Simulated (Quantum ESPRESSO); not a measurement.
## Collinear magnetic orders of MnCuAs with Quantum ESPRESSO: run 1, typed as ferro ++++

Quantum ESPRESSO 7.5; PBEsol; plane waves with GBRV 1.5 PBEsol potentials, no spin-orbit coupling.

The signs are those of the starting moments on the seeded atoms, the atoms that are given a moment.

File pw.in:

```
&CONTROL
  calculation = 'scf'
  prefix = 'pwscf'
  outdir = './tmp'
  pseudo_dir = './pseudo'
  disk_io = 'nowf'
/
&SYSTEM
  ibrav = 0
  celldm(1) = 8
  nat = 12
  ntyp = 3
  ecutwfc = 40
  ecutrho = 280
  nbnd = 103
  occupations = 'smearing'
  smearing = 'fd'
  degauss = 0.00734986
  nspin = 2
  starting_magnetization(1) = 0.2333
  starting_magnetization(2) = 0
  starting_magnetization(3) = 0
/
&ELECTRONS
  conv_thr = 2.4d-08
  electron_maxstep = 150
  mixing_beta = 0.3
/
ATOMIC_SPECIES
Mn     54.9380 mn_pbesol_v1.5.uspp.F.UPF
Cu     63.5460 cu_pbesol_v1.2.uspp.F.UPF
As     74.9216 as_pbesol_v1.uspp.F.UPF
CELL_PARAMETERS alat
   1.5636205494858    0.0000000000000    0.0000000000000
   0.0000000000000    0.9113212172858    0.0000000000000
   0.0000000000000    0.0000000000000    1.7255409104435
ATOMIC_POSITIONS crystal
Mn      0.9583900700    0.7500000000    0.1863232200
Mn      0.0416099300    0.2500000000    0.8136767800
Mn      0.4583900700    0.7500000000    0.3136767800
Mn      0.5416099300    0.2500000000    0.6863232200
Cu      0.8801615100    0.7500000000    0.5623762400
Cu      0.1198384900    0.2500000000    0.4376237600
Cu      0.3801615100    0.7500000000    0.9376237600
Cu      0.6198384900    0.2500000000    0.0623762400
As      0.2556784500    0.7500000000    0.6205452400
As      0.7443215400    0.2500000000    0.3794547600
As      0.7556784600    0.7500000000    0.8794547600
As      0.2443215500    0.2500000000    0.1205452400
K_POINTS automatic
4 8 4 0 0 0
```

The run is started by

```sh
$ OMP_NUM_THREADS=1 mpirun -n 4 pw.x -nk 4 -in pw.in > pw.out
```

Before running it: what should come out for the spin moment in the atom's sphere?

The site moments add up to 15.18 μB, near the cell's 16.08 μB; the rest lies between the atoms. Symmetry leaves 3 kinds of site among the 12 atoms, and equivalent atoms carry values of equal size.

Spin moment in the atom's sphere by atom:

```
atom  spin moment in the atom's sphere (μB)
 Mn1                                   3.73
 Mn2                                   3.73
 Mn3                                   3.73
 Mn4                                   3.73
 Cu5                                   0.06
 Cu6                                   0.06
 Cu7                                   0.06
 Cu8                                   0.06
 As9                                   0.00
As10                                   0.00
As11                                   0.00
As12                                   0.00
```

This step gave:

| Item | Value |
| --- | --- |
| magnetization | 16.08 μB |
| absolute magnetization | 16.51 μB |
| final state | ferromagnetic |

[Logs and program files are shortened in this print: banners, set-up blocks, solver, clock and traceback lines can be left out without a mark of their own.]

[Logs are printed without paths, hosts, clocks, repeated set-up lines and the standing remarks that a program may print on its own settings, such as how far it seeks lower states.]

[Hosts, paths, dates, database ids (printed as entryN), source tags and the programs' standing remarks are cut or masked in the printed files.]

[Where a cell is said to come from a database of computed structures, the database is the Materials Project.]
